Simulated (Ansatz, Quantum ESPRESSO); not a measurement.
**Fe: the Hubbard U worked by hand**

Given the printed responses of Fe, obtain U by hand and check it against the program.

Main program and level: Ansatz 0.2.0; PBE, U by linear response; plane waves, U on orthogonalised atomic orbitals unless named otherwise, collinear spin, no spin–orbit coupling.

The database entry behind the starting cell differs from later determinations by our own check (an axis about 0.7 % long against later determinations), so it need not match the best structure at ambient conditions.

**1. Set-up**

It takes space group Im-3m (No. 229, cubic). Conventional cell: a = 2.886 Å, b = 2.886 Å, c = 2.886 Å, α = 90.00°, β = 90.00°, γ = 90.00°. Fe has 8 Fe at 2.50 Å nearest.

**2. The response run**

File input.yaml:

```yaml
crystal:
  lattice:
    - [-1.443, 1.443, 1.443]
    - [1.443, -1.443, 1.443]
    - [1.443, 1.443, -1.443]
  atoms:
    - { symbol: Fe, position: [0.0, 0.0, 0.0], spin: 2.7 }
magnetization:
  spin_polarized: true
kpoints:
  mp_grid: { grid: [12, 12, 12] }
hamiltonian:
  xc: pbe
  hubbard:
    sites: [{ species: Fe, l: d, u_eff: linear-response }]
    projectors: ortho-atomic
    lr: { qmesh: [3, 3, 3] }
  pseudopotentials: { kind: nc, accuracy: standard }
scf:
  occupations: { method: fermi_dirac, width: 0.1 }
output:
  eigenvalues: true
basis:
  ecutwfc: 1115.67
```

Started as:

```console
$ ansatz run input.yaml --threads 4 --pin off --max-ram 8192MiB --backend cpu --events-out ev --progress --plain --runs-dir out
```

Numbers of over 12 decimals in the logs are rounded to 6 here.

The program printed:

```text
Warning: basis.ecutwfc = 1115.67 eV is below the records' recommended 1224.512381 eV, and the density's cutoff is lower with it unless basis.ecutrho_ratio is high enough to keep the records' density cutoff: compare with a run at a higher cutoff
Engine: ansatz 0.2.0, x86_64-unknown-linux-gnu
Pseudopotentials: kind: nc
[...]
k-point 1 ↑: bands = [... 4 lower, 9.4951, 12.8304, 12.8965, 13.0415, 13.8802, 13.9508, 39.6808, 40.9296, ... 2 higher]
  k-point 2 ↑: bands = [... 4 lower, 10.2299, 12.6427, 12.8878, 13.4418, 13.7867, 13.9704, 36.2663, 39.5162, ... 2 higher]
  k-point 71 ↓: bands = [... 4 lower, 16.1488, 16.1488, 20.5386, 20.5386, 20.5386, 26.9588, 26.9588, 26.9588, ... 2 higher]
Occupation matrices written to <dir>
[key lines of the parts left out:]
SCF converged after 12 iterations
Magnetization: 2.8182 μB (9.4091 up, 6.5909 down)
Free energy (F): -3407.911073 eV
Fermi energy:    17.591389 eV
```

The job ended after 22 s (4 threads of Intel Xeon 6975P-C (Granite Rapids), shared host; peak memory 1.2 GiB; 80 s of CPU time).

The cell holds one Fe shell, so at each wavevector the bare response χ₀ and the screened one χ are single numbers (electrons per eV of shift):

| q (fractions) | weight | χ₀ | χ |
| --- | --- | --- | --- |
| 0 0 0 | 0.0370 | -0.1688 | -0.1035 |
| 0 0 0.333 | 0.444 | -1.076 | -0.1732 |
| 0 0.333 0.333 | 0.296 | -1.152 | -0.2168 |
| 0.333 0.333 -0.333 | 0.222 | -1.278 | -0.2378 |

**3. U from the wavevectors**

In the supercell that the mesh stands for, the matrices χ₀ and χ are diagonal in q. The on-site element of χ₀⁻¹ − χ⁻¹ is then the weighted mean of 1/χ₀(q) − 1/χ(q):

| q | 1/χ₀ | 1/χ | difference (eV) | × weight |
| --- | --- | --- | --- | --- |
| 0 0 0 | -5.924 | -9.662 | 3.738 | 0.138 |
| 0 0 0.333 | -0.929 | -5.774 | 4.844 | 2.153 |
| 0 0.333 0.333 | -0.868 | -4.613 | 3.744 | 1.109 |
| 0.333 0.333 -0.333 | -0.782 | -4.205 | 3.423 | 0.761 |

The sum is U = 4.16 eV.

**4. Outcome**

```json
{
 "U by hand": "4.16 eV",
 "the program's plain matrix element": "4.16 eV",
 "the U that it reports": "4.26 eV"
}
```

**Reading.** The hand sum gives 4.16 eV against the program's plain element of 4.16 eV; it reports 4.26 eV, after a correction for the finite mesh. The point q = 0 alone, where all images are shifted together, would give 3.74 eV. Inverting the averaged responses instead, 1/⟨χ₀⟩ − 1/⟨χ⟩ = 4.15 eV, leaves out how a shift on one site moves its neighbours. U belongs to the state on which the response was measured and to the projectors (ortho-atomic); the state printed in the log is the closing SCF at the computed U.

[Logs and program files are shortened in this print: banners, set-up blocks, solver, clock and traceback lines can be left out without a mark of their own.]

[Logs are printed without paths, hosts, clocks, repeated set-up lines and the standing remarks that a program may print on its own settings, such as how far it seeks lower states.]

[Hosts, paths, dates, database ids (printed as entryN), source tags and the programs' standing remarks are cut or masked in the printed files.]

[Where a cell is said to come from a database of computed structures, the database is the Materials Project.]
